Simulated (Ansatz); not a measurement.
# SrMgNCl (built on the sites of a database entry of Sr2NCl): relaxing the cell for a phonon run

Aim: bring SrMgNCl (built on the sites of a database entry of Sr2NCl) to small forces and stress, as phonons need.

Program: Ansatz 0.2.0. Level of theory: DFT PBE, scalar-relativistic, plane waves, norm-conserving pseudopotentials. Results are calculated unless marked as measured.

The structure was built from a prototype and need not be the compound's stable phase.

### 1. The structure

Symmetry: R3m, No. 160, trigonal system. Conventional cell: a = 3.557 Å, b = 3.557 Å, c = 19.118 Å, α = 90.00°, β = 90.00°, γ = 120.00°. Mg has 3 N at 2.39 Å and 3 Cl at 2.84 Å nearest. Sr has 3 N at 2.39 Å and 3 Cl at 2.84 Å nearest. N has 3 Sr at 2.39 Å and 3 Mg at 2.39 Å nearest. Nearest to Cl lie 3 Sr at 2.84 Å and 3 Mg at 2.84 Å. Farther neighbours and most contacts between anions are not listed.

### 2. Probe on a coarse mesh

First a cheap look: the gap decides the mesh and the occupations, the pressure tells how far the cell has to move.

input.yaml reads:

```yaml
crystal:
  lattice:
    - [1.7787, 1.02693, 6.37261]
    - [-1.7787, 1.02693, 6.37261]
    - [0.0, -2.05387, 6.37261]
  atoms:
    - { symbol: Mg, position: [0.2308, 0.2308, 0.2308] }
    - { symbol: Sr, position: [0.7692, 0.7692, 0.7692] }
    - { symbol: "N", position: [0.5, 0.5, 0.5] }
    - { symbol: Cl, position: [0.0, 0.0, 0.0] }
kpoints:
  mp_grid: { grid: [6, 6, 6] }
hamiltonian:
  xc: pbe
  pseudopotentials: { kind: nc }
scf:
  occupations: { method: gaussian, width: 0.1 }
output:
  forces: true
  stress: true
  eigenvalues: true
```

On the command line:

```console
$ ansatz run input.yaml --threads 8 --pin off --max-ram 14336MiB --backend cpu --events-out ev --progress --plain --runs-dir out
```

Numbers of over 12 decimals in the logs are rounded to 6 here.

Output:

```text
[...]
--- Band table (eV; the first three rows and the last of 32) ---
  k-point 0: bands = [... 12 lower, 4.5392, 6.9823, 8.1136, 8.1136, 10.2832, 12.4614, 14.0979, 14.0979]
  k-point 1: bands = [... 12 lower, 4.4068, 6.7527, 7.7565, 8.1146, 11.1930, 12.6892, 13.8758, 14.0492]
  k-point 2: bands = [... 12 lower, 4.1494, 6.4285, 7.5063, 8.1070, 11.6907, 12.3764, 14.0282, 14.4379]
  k-point 31: bands = [... 12 lower, 4.5542, 6.1582, 8.0707, 8.0707, 11.4789, 12.6753, 13.4738, 14.2152]
[key lines of the parts left out:]
SCF converged after 10 iterations
Free energy (F): -3292.795863 eV
Fermi energy:    9.205722 eV
P = ⅓ Tr σ = 6.8115 GPa (68.115 kbar)
```

Wall time 3.2 s (8 threads of Intel Xeon Platinum 8488C (Sapphire Rapids), shared host); peak memory 0.74 GiB.

This step gave:

```yaml
pressure: 6.811 GPa
gap_on_the_k_mesh: 2.166 eV
volume_per_atom: 17.46 Å³
direct_gap_on_mesh: 2.170 eV
```

The coarse mesh shows a gap of 2.17 eV and a pressure of 6.8 GPa.

### 3. Coarse relaxation

A rough relaxation comes first, because large forces or stress need no tight tolerances yet.

input.yaml: that of step 2 with these lines changed.

```diff
@@ -21 +21,6 @@
   eigenvalues: true
+relax:
+  adjacent_minimum: "off"
+  f_tol: 0.05
+  max_steps: 80
+  cell: { stress_tol: 0.5 }
```

Output:

```text
[...]
Crystal: 4 atoms, lattice volume = 69.841 Å³
Basis set: ecut = 1240 eV, 6883 PW (Γ), FFT grids on a1−a3, a2−a3, a3, exchange–correlation on 90×90×160 points (8 copies of the dense FFT grid, shifted against one another)
Bands: 20, of which v1, the nominal top of the filled ones, is band 16 counted from 1 (15 counted from 0)
Symmetry: 6 space group operations
[...]
cell:  # Å, volume = 74.6420 Å³
    - [1.805154, 1.042205, 6.612476]
    - [-1.805154, 1.042205, 6.612476]
    - [-2.2608939370951836e-18, -2.084414, 6.612475]
  atoms:
    - { symbol: Mg, position: [0.224025, 0.224025, 0.224025] }
    - { symbol: Sr, position: [0.772007, 0.772007, 0.772007] }
    - { symbol: N, position: [0.511108, 0.511108, 0.511108] }
    - { symbol: Cl, position: [-0.00714096, -0.00714096, -0.00714096] }
[key lines of the parts left out:]
SCF converged after 5 iterations
Free energy (F): -3293.356419 eV
Fermi energy:    8.212078 eV
P = ⅓ Tr σ = -0.0162 GPa (-0.162 kbar)
```

It took 12 s on 8 threads; peak memory 0.88 GiB; 86 s of CPU time.

The steps of the relaxation:

| step | energy less that of the first step (eV) | largest force component (eV/Å) | pressure (GPa) | volume (Å³) |
| --- | --- | --- | --- | --- |
| 1 | 0.0000 | 2.4615 | 6.81 | 69.84 |
| 2 | -0.5246 | 0.6313 | 0.45 | 74.44 |
| 3 | -0.5250 | 0.5751 | -1.05 | 74.74 |
| 4 | -0.5595 | 0.0646 | 0.21 | 74.28 |
| 5 | -0.5601 | 0.0367 | -0.04 | 74.64 |
| 6* | -0.5606 | 0.0366 | -0.02 | 74.64 |

Relaxation steps marked * repeat the geometry before them on a plane-wave basis chosen anew for their cell, so energy and pressure can jump there.

Forces are held to the 6 operations that the run works with; a distortion that breaks them can't arise in this run.

| conventional cell, symmetrised | before | after | change |
| --- | --- | --- | --- |
| a (Å) | 3.557 | 3.610 | +1.5 % |
| b (Å) | 3.557 | 3.610 | +1.5 % |
| c (Å) | 19.118 | 19.837 | +3.8 % |
| volume (Å³/atom) | 17.46 | 18.66 | +6.9 % |

The atoms that moved most (Å, as changes of fractional coordinates times the final cell):

| atom | dx | dy | dz | length |
| --- | --- | --- | --- | --- |
| N3 | 0.000 | 0.000 | 0.220 | 0.220 |
| Cl4 | 0.000 | 0.000 | -0.142 | 0.142 |
| Mg1 | 0.000 | 0.000 | -0.134 | 0.134 |
| Sr2 | 0.000 | 0.000 | 0.056 | 0.056 |

The relaxed structure:

```xyz
4
Lattice="1.8052 1.0422 6.6125 -1.8052 1.0422 6.6125 0.0000 -2.0844 6.6125" Properties=species:S:1:pos:R:3 pbc="T T T"
Mg    0.0000    0.0000    4.4441
Sr    0.0000    0.0000   15.3146
N     0.0000    0.0000   10.1391
Cl    0.0000    0.0000   -0.1417
```

This step gave:

| Property | Result |
| --- | --- |
| pressure | -0.01622 GPa |
| gap on the k-mesh | 2.128 eV |
| volume per atom | 18.66 Å³ |
| direct gap on mesh | 2.128 eV |

In this step the volume went from 17.46 to 18.66 Å³/atom.

### 4. Relaxation

The cell and atoms are relaxed, since residual forces and stress would shift the frequencies.

input.yaml reads:

```yaml
crystal:
  lattice:
    - [1.8051543473, 1.0422046189, 6.6124757051]
    - [-1.8051543473, 1.0422046189, 6.6124757051]
    - [0.0, -2.0844144261, 6.6124748874]
  atoms:
    - { symbol: Mg, position: [0.2240252839, 0.2240252839, 0.2240252839] }
    - { symbol: Sr, position: [0.7720074387, 0.7720074387, 0.7720074387] }
    - { symbol: "N", position: [0.5111082384, 0.5111082384, 0.5111082384] }
    - { symbol: Cl, position: [-0.007140961, -0.007140961, -0.007140961] }
kpoints:
  mp_grid: { grid: [9, 9, 9] }
hamiltonian:
  xc: pbe
  pseudopotentials: { kind: nc }
scf:
  occupations: { method: gaussian, width: 0.02 }
output:
  forces: true
  stress: true
  eigenvalues: true
  write_density: true
  write_potential: true
  elf: true
  volumetric_format: npy
relax:
  adjacent_minimum: "off"
  f_tol: 0.005
  max_steps: 80
  cell: { stress_tol: 0.05 }
```

Output:

```text
[...]
Crystal: 4 atoms, lattice volume = 74.642 Å³
Basis set: ecut = 1240 eV, 7447 PW (Γ), FFT grids on a1−a2, a2, −a2+a3, exchange–correlation on 90×160×90 points (8 copies of the dense FFT grid, shifted against one another)
Bands: 20, of which v1, the nominal top of the filled ones, is band 16 counted from 1 (15 counted from 0)
[... 1 set-up line as in the run before ...]
[...]
k-points: 85 of 729 (time reversal used)
[...]
SCF iter   1: F=—  HF=-3299.480452 eV  |F-HF|=—  |Δ(HF+E_count)|=         —  Δρ=1.12e-1  dr2=3.93e1  ethr=3.10e-3  ⟨swp⟩=8.7  Hψ=11268  notcnv=0
[...]
SCF iter  11: F=-3293.357064 eV  HF=-3293.357064 eV  |F-HF|=7.62e-10  |Δ(HF+E_count)|=   4.95e-8  Δρ=3.93e-6  dr2=9.19e-9  ethr=3.13e-10  ⟨swp⟩=14.3  Hψ=17796  notcnv=0
SCF 1 converged in 11 iterations: F = -3293.357064 eV  dr2 = 9.19e-9
relax step   1: F+E_penalty+E_count = -3293.35706368 eV  Δ(F+E_penalty+E_count) = +0.000e0 eV  max|allowed force component| = 3.836e-2 eV/Å  Δτ_max = 0.0000 Å  P = -0.014 GPa  Ω = 74.642 Å³  (11 SCF iters, dr2 threshold 1.00e-7 eV, accepted)
Crystal: 4 atoms, lattice volume = 74.532 Å³
Basis set: ecut = 1240 eV, 7411 PW (Γ), FFT grids on a1−a2, a2, −a2+a3, exchange–correlation on 90×160×90 points (8 copies of the dense FFT grid, shifted against one another)
[...]
SCF iter   6: F=-3293.357007 eV  HF=-3293.357007 eV  |F-HF|=1.45e-8  |Δ(HF+E_count)|=   3.97e-8  Δρ=1.03e-5  dr2=2.76e-8  ethr=2.87e-10  ⟨swp⟩=9.1  Hψ=13636  notcnv=0
SCF 2 converged in 6 iterations: F = -3293.357007 eV  dr2 = 2.76e-8
relax step   2: F+E_penalty+E_count = -3293.35700652 eV  Δ(F+E_penalty+E_count) = +5.715e-5 eV  max|allowed force component| = 5.767e-2 eV/Å  Δτ_max = 0.0084 Å  P = +0.032 GPa  Ω = 74.532 Å³  energy of the carried Pulay correction = +5.217e-6 eV  (6 SCF iters, dr2 threshold 9.20e-8 eV, rejected (line search))
Crystal: 4 atoms, lattice volume = 74.615 Å³
Basis set: ecut = 1240 eV, 7435 PW (Γ), FFT grids on a1−a2, a2, −a2+a3, exchange–correlation on 90×160×90 points (8 copies of the dense FFT grid, shifted against one another)
[...]
SCF iter   8: F=-3293.357237 eV  HF=-3293.357237 eV  |F-HF|=1.36e-11  |Δ(HF+E_count)|=  1.95e-10  Δρ=2.96e-7  dr2=3.27e-11  ethr=1.00e-12  ⟨swp⟩=6.0  Hψ=10649  notcnv=0
SCF 3 converged in 8 iterations: F = -3293.357237 eV  dr2 = 3.27e-11
relax step   3: F+E_penalty+E_count = -3293.35723729 eV  Δ(F+E_penalty+E_count) = -1.736e-4 eV  max|allowed force component| = 8.006e-3 eV/Å  Δτ_max = 0.0041 Å  P = +0.008 GPa  Ω = 74.615 Å³  energy of the carried Pulay correction = +1.269e-6 eV  (8 SCF iters, accepted)
[...]
relax step   4: F+E_penalty+E_count = -3293.35725080 eV  Δ(F+E_penalty+E_count) = -1.351e-5 eV  max|allowed force component| = 7.749e-3 eV/Å  Δτ_max = 0.0023 Å  P = -0.002 GPa  Ω = 74.646 Å³  energy of the carried Pulay correction = -1.679e-7 eV  (6 SCF iters, dr2 threshold 4.01e-9 eV, accepted)
[...]
relax step   5: F+E_penalty+E_count = -3293.35725147 eV  Δ(F+E_penalty+E_count) = -6.738e-7 eV  max|allowed force component| = 4.161e-3 eV/Å  Δτ_max = 0.0011 Å  P = -0.011 GPa  Ω = 74.646 Å³  energy of the carried Pulay correction = -2.026e-7 eV  (5 SCF iters, dr2 threshold 3.75e-9 eV, accepted)
[...]
SCF iter   6: F=-3293.357252 eV  HF=-3293.357252 eV  |F-HF|=5.46e-12  |Δ(HF+E_count)|=  5.46e-12  Δρ=1.07e-7  dr2=6.97e-12  ethr=1.00e-12  ⟨swp⟩=7.0  Hψ=8619  notcnv=0
SCF 6 converged in 6 iterations: F = -3293.357252 eV  dr2 = 6.97e-12
relax step   6: F+E_penalty+E_count = -3293.35725163 eV  Δ(F+E_penalty+E_count) = -1.563e-7 eV  max|allowed force component| = 4.131e-3 eV/Å  Δτ_max = 0.0000 Å  P = -0.011 GPa  Ω = 74.646 Å³  stress off target by 2.15e-2 GPa  SCF on the basis re-selected at this cell (its energy is not comparable with the rows above)  (6 SCF iters)
[...]
SCF converged after 6 iterations
Free energy (F): -3293.357252 eV
[...]
Internal energy: -3293.357252 eV  (E = F + TS)
E sigma→0 (E₀):  -3293.357252 eV
Fermi energy:    8.214034 eV
[...]
--- Forces (eV/Å), atoms counted from 1 ---
  atom   1  Mg    -0.00000000    -0.00000000     0.00041404
  atom   2  Sr    -0.00000000    -0.00000000     0.00141583
  atom   3  N      0.00000000     0.00000000    -0.00412785
  atom   4  Cl    -0.00000000    -0.00000000     0.00230876
  max |Σ_I F_I| component: 1.08e-5 eV/Å
--- Stress (GPa, compression-positive) ---
       -0.021514       0.000000      -0.000000
        0.000000      -0.021514      -0.000000
       -0.000000      -0.000000       0.010714
  P = ⅓ Tr σ = -0.0108 GPa (-0.108 kbar)
--- Band table (eV; the first three rows and the last of 85) ---
  k-point 0: bands = [... 12 lower, 4.5241, 6.4310, 7.1528, 7.1528, 9.2751, 11.8152, 12.8011, 12.8011]
  k-point 1: bands = [... 12 lower, 4.4604, 6.3529, 6.8138, 7.1272, 9.8524, 11.7547, 12.4660, 12.9930]
  k-point 2: bands = [... 12 lower, 4.3031, 5.9164, 6.6346, 7.0616, 10.7028, 11.2580, 12.5446, 13.5529]
  k-point 84: bands = [... 12 lower, 4.4773, 5.8280, 6.8449, 7.0871, 10.9715, 11.6965, 12.0544, 12.4058]
--- Relaxed structure (5 steps of the walk, 4 accepted, 1 SCFs on fresh bases) ---
[...]
cell:  # Å, volume = 74.6463 Å³
    - [1.806232, 1.042827, 6.604969]
    - [-1.806232, 1.042827, 6.604969]
    - [0, -2.085658, 6.604968]
  atoms:
    - { symbol: Mg, position: [0.223966, 0.223966, 0.223966] }
    - { symbol: Sr, position: [0.771776, 0.771776, 0.771776] }
    - { symbol: N, position: [0.511098, 0.511098, 0.511098] }
    - { symbol: Cl, position: [-0.00684023, -0.00684023, -0.00684023] }
```

Wall time 33 s (8 threads); peak memory 1.1 GiB.

Relaxation path:

| step | energy less that of the first step (eV) | largest force component (eV/Å) | pressure (GPa) | volume (Å³) |
| --- | --- | --- | --- | --- |
| 1 | 0.0000 | 0.0384 | -0.01 | 74.64 |
| 2 | 0.0001 | 0.0577 | 0.03 | 74.53 |
| 3 | -0.0002 | 0.0080 | 0.01 | 74.62 |
| 4 | -0.0002 | 0.0077 | 0.00 | 74.65 |
| 5 | -0.0002 | 0.0042 | -0.01 | 74.65 |
| 6* | -0.0002 | 0.0041 | -0.01 | 74.65 |

Relaxation steps marked * repeat the geometry before them on a plane-wave basis chosen anew for their cell, so energy and pressure can jump there. Relaxation step 2 was tried and not accepted.

Forces are held to the 6 operations that the run works with; a distortion that breaks them can't arise in this run.

| conventional cell, symmetrised | before | after | change |
| --- | --- | --- | --- |
| a (Å) | 3.610 | 3.612 | +0.1 % |
| b (Å) | 3.610 | 3.612 | +0.1 % |
| c (Å) | 19.837 | 19.815 | -0.1 % |
| volume (Å³/atom) | 18.66 | 18.66 | +0.0 % |

Final coordinates:

```
Mg Sr N Cl
1.0
     1.80623    1.04283    6.60497
    -1.80623    1.04283    6.60497
     0.00000   -2.08566    6.60497
Mg Sr N Cl
1 1 1 1
Cartesian
  0.0000 0.0000 4.4379
  0.0000 0.0000 15.2927
  0.0000 0.0000 10.1274
  0.0000 0.0000 -0.1355
```

This step gave:

| Quantity | Value |
| --- | --- |
| pressure | -0.01077 GPa |
| gap on the k-mesh | 2.122 eV |
| direct gap on mesh | 2.122 eV |

Valence density in the ac plane of the conventional cell at fractional y = 0.000, with atoms of Mg and Sr and N and Cl within 0.2 Å of it. It is the smooth field of the valence electrons, not physical close to the nuclei.

Ten steps, logarithmic in the rise over the least value, from '_' (0 e/Å³) to '@' (16 e/Å³), each cell a mean:
```
======--..________..::--====
......____........______....
________....::::::....______
________....::::......______
##**::..................==**
@@@@++..______________::##@@
....__________..__________..
________..::::::::....______
________............________
__________........__________
............::::::..........
++++--::............::--==++
++++==--::..______..::--++**
::::....______________....::
____________......__________
________..::::::::....______
________............________
++====::..__________..--====
==++++==::..______..--++++++
====--::..............::--==
________....::::::....______
____________......__________
----::....__________..::::--
--==++--::..______..--==++==
```
Columns run along a (3.6 Å), rows up along c (19.8 Å), edges of the conventional cell, whose origin can differ from the input's. Atoms in or near the plane, at fractional coordinates: Mg at (0.00, 0.78), Sr at (0.00, 0.23), N at (0.00, 0.49), Cl at (0.00, 0.01).

ELF in the ac plane of the conventional cell at fractional y = 0.000, with atoms of Mg and Sr and N and Cl within 0.2 Å of it. It is the smooth field of the valence electrons, not physical close to the nuclei.

Ten even steps from '0' (0.02) to '9' (0.86), each cell a mean:
```
78986300147998
44311122211234
00001344421000
11122233222111
43114667653124
78400233320168
11012333321001
00136888875200
00024566653100
00000122210000
64211356521135
78863111124788
47987310258986
66542100013566
00012344421000
00136899875200
00013677753100
78752011113677
25984111026984
76532456532356
00124666653200
11111111111111
87753100024677
35998510269984
```
Columns run along a (3.6 Å), rows up along c (19.8 Å), edges of the conventional cell, whose origin can differ from the input's. Atoms in or near the plane, at fractional coordinates: Mg at (0.00, 0.78), Sr at (0.00, 0.23), N at (0.00, 0.49), Cl at (0.00, 0.01).

Electrostatic potential energy in the ac plane of the conventional cell at fractional y = 0.000, with atoms of Mg and Sr and N and Cl within 0.2 Å of it. With pseudopotentials it is smooth inside the atoms' cores, unlike the true potential.

Values in eV, 24 rows by 14 columns, each cell a mean:
```
-34 -26  -8   4   8   9  10  10  10   9   7   1 -15 -30
  8   8   8   7   6   5   4   4   4   6   7   8   8   8
  8   8   7   6   4   2   0  -1   0   3   5   7   8   8
  7   8   8   9   9   8   7   7   8   8   9   9   8   8
-25 -18  -4   4   8  10  11  11  11  10   7   2  -9 -21
-61 -52 -22  -1   5   9  11  11  10   8   3  -5 -35 -57
 -1   1   4   6   8  10  10  10  10   9   8   6   3   0
 10  10  10  10  10   9   7   7   8   9  10  10  10  10
 11  11  10  10   9   9   8   8   8   9  10  10  10  11
  9   9   9   8   6   5   4   4   4   6   7   8   9   9
 11  10   9   7   5   2  -1  -2   0   3   6   8  10  10
-23 -14   3   9   9   7   6   6   6   8   9   8  -3 -18
-48 -36  -6   8  10   9   7   7   8   9  10   6 -18 -42
 10  11  11  10   9   6   5   4   5   7   9  11  11  11
 11  11  11  11  10   9   8   8   8   9  10  11  11  11
 11  11  11  11  10   8   7   7   8   9  10  11  11  11
  7   8   8   9   9   9   9   8   9   9   9   9   8   7
-33 -27 -13  -2   4   7   8   8   8   6   2  -5 -19 -30
-69 -69 -52 -17  -1   5   8   8   7   4  -5 -27 -63 -69
-21 -16  -5   2   7   9  10  11  10   9   6   0  -9 -18
  9   9  10  10   9   9   9   8   9   9  10  10   9   9
 11  11  10   9   8   7   6   5   6   7   9  10  10  11
  0   2   6   8   9   9   9   9   9   9   9   8   5   1
-66 -60 -32  -3   7  10  11  11  11   9   5 -10 -46 -63
```
Columns run along a (3.6 Å; values clipped at the 3rd and 97th percentile), rows up along c (19.8 Å), edges of the conventional cell, whose origin can differ from the input's. Atoms in or near the plane, at fractional coordinates: Mg at (0.00, 0.78), Sr at (0.00, 0.23), N at (0.00, 0.49), Cl at (0.00, 0.01).

In this step the volume went from 18.66 to 18.66 Å³/atom.

### 5. Relaxing to small forces for the phonons

Phonons need a cell at rest on their own settings, so the relaxation is repeated with tight tolerances on forces and stress on the k mesh and occupations of the first response run.

input.yaml reads:

```yaml
crystal:
  lattice:
    - [1.8062317159, 1.04282664, 6.6049688696]
    - [-1.8062317159, 1.04282664, 6.6049688696]
    - [0.0, -2.0856584623, 6.6049680514]
  atoms:
    - { symbol: Mg, position: [0.2239664627, 0.2239664627, 0.2239664627] }
    - { symbol: Sr, position: [0.7717755884, 0.7717755884, 0.7717755884] }
    - { symbol: "N", position: [0.5110981743, 0.5110981743, 0.5110981743] }
    - { symbol: Cl, position: [-0.0068402253, -0.0068402253, -0.0068402253] }
kpoints:
  mp_grid: { grid: [9, 9, 9] }
hamiltonian:
  xc: pbe
  pseudopotentials: { kind: nc }
scf:
  occupations: { method: fixed }
output:
  forces: true
  stress: true
  eigenvalues: true
relax:
  adjacent_minimum: "off"
  f_tol: 0.001
  max_steps: 60
  cell: { stress_tol: 0.01 }
```

Output:

```text
[...]
Crystal: 4 atoms, lattice volume = 74.646 Å³
Basis set: ecut = 1240 eV, 7435 PW (Γ), FFT grids on a1−a3, a2−a3, a3, exchange–correlation on 90×90×160 points (8 copies of the dense FFT grid, shifted against one another)
Bands: 20, of which v1, the nominal top of the filled ones, is band 16 counted from 1 (15 counted from 0)
[... 1 set-up line as in the run before ...]
[...]
cell:  # Å, volume = 74.6398 Å³
    - [1.805967, 1.042674, 6.606328]
    - [-1.805967, 1.042674, 6.606328]
    - [0, -2.085353, 6.606327]
  atoms:
    - { symbol: Mg, position: [0.223961, 0.223961, 0.223961] }
    - { symbol: Sr, position: [0.771782, 0.771782, 0.771782] }
    - { symbol: N, position: [0.511077, 0.511077, 0.511077] }
    - { symbol: Cl, position: [-0.00681963, -0.00681963, -0.00681963] }
[key lines of the parts left out:]
SCF converged after 10 iterations
Free energy (F): -3293.357255 eV
Fermi energy:    7.153187 eV
P = ⅓ Tr σ = 0.0002 GPa (0.002 kbar)
```

Run time: 31 s. Hardware: 8 threads; peak memory 1.1 GiB; 3.9 min of CPU time.

Little changed from the start: no atom moved by 0.005 Å and no cell edge by 0.1 %.

This step gave:

* pressure: 1.55e-4 GPa
* gap on the k-mesh: 2.123 eV
* direct gap on mesh: 2.123 eV

The largest force component left is 0.24 meV/Å and the pressure is 0.000 GPa, within the tolerances set. The cell now holds 18.66 Å³/atom.

### 6. What came out

| Property | Result |
| --- | --- |
| space group after relaxation (within 0.01 Å) | R3m |
| lattice constant a | 3.612 Å |
| lattice constant b | 3.612 Å |
| lattice constant c | 19.819 Å |
| volume per atom | 18.7 Å³ |
| gap on the k-mesh | 2.12 eV |

The largest force component left is 0.24 meV/Å and the pressure is 0.000 GPa, within the tolerances set. The cell now holds 18.66 Å³/atom. The relaxation keeps the symmetry of its start, so it says nothing on stability against lower symmetry. The starting cell was built on a prototype and not taken from a measurement, so the phase need not exist.

[Logs are printed without paths, hosts, clocks, repeated set-up lines and the standing remarks that a program may print on its own settings, such as how far it seeks lower states.]

[Hosts, paths, dates, database ids (printed as entryN), source tags and the programs' standing remarks are cut or masked in the printed files.]
